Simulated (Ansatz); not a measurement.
# Gap against strain: armchair GaN nanoribbon (N = 4, H edges)

Set-up. Ansatz 0.2.0, plane waves with PAW datasets, PBE, Fermi-Dirac smearing of 0.05 eV, no spin-orbit coupling. The period is scaled from its relaxed value of 5.580 Å and the atoms relax, within the symmetry of the start, at each strain ε (in %); gaps, in eV, are read on a band path.

```
period (Å)  energy (eV a cell)  place of the conduction minimum (Γ = 0, Z = 1)   ε    gap
     5.356              +0.133                                            0.00  −4  3.334
     5.468              +0.034                                            0.00  −2  3.305
     5.580               0.000                                            0.00   0  3.231
     5.691              +0.032                                            0.00   2  3.133
     5.803              +0.129                                            0.00   4  3.013
```

One run is withheld: period (Å) = 5.914, with ε = 6. Fit a straight line gap = a + b × ε to the 5 rows shown and predict it.

**Fit.** The means are 0 for ε and 3.203 for gap. The sum of products of deviations is −1.626 and the sum of squares in ε is 40, so b = −1.626 / 40 = −0.04064 and a = 3.203 − (−0.04064) × 0 = 3.203. The residuals' standard deviation, with 3 degrees of freedom, is σ = 0.032.

**Prediction.** gap = 3.203 + (−0.04064) × 6 = 2.96. The run gave 2.867, so the prediction less the run is +0.093. The standard error of a prediction there, σ√(1 + 1/5 + (6 − 0)²/40), is 0.047, and the miss is 2 times that, for a point outside the fitted range. With so few rows σ is itself uncertain.

The gap narrows at every step from compression to tension.

**Limits.** Kohn-Sham gaps of a wire among periodic images, which in a check on one flat ribbon (7 Å apart) lowered the gap by 0.2 eV and flattened the slope; the slope b × 100 is a mean deformation potential of the gap, in eV per unit strain. Between neighbouring runs it lies between −7.3 and −1.4 eV, so a bend, a kink or scatter between runs makes one line a rough account. The unstrained row comes from a denser mesh than the others, which shifts its energy a little. Series of this kind are told only where this holds: a gap at every strain (compound wires with polar facets were set aside first). 88 of 101 did.

[Logs are printed without paths, hosts, clocks, repeated set-up lines and the standing remarks that a program may print on its own settings, such as how far it seeks lower states.]
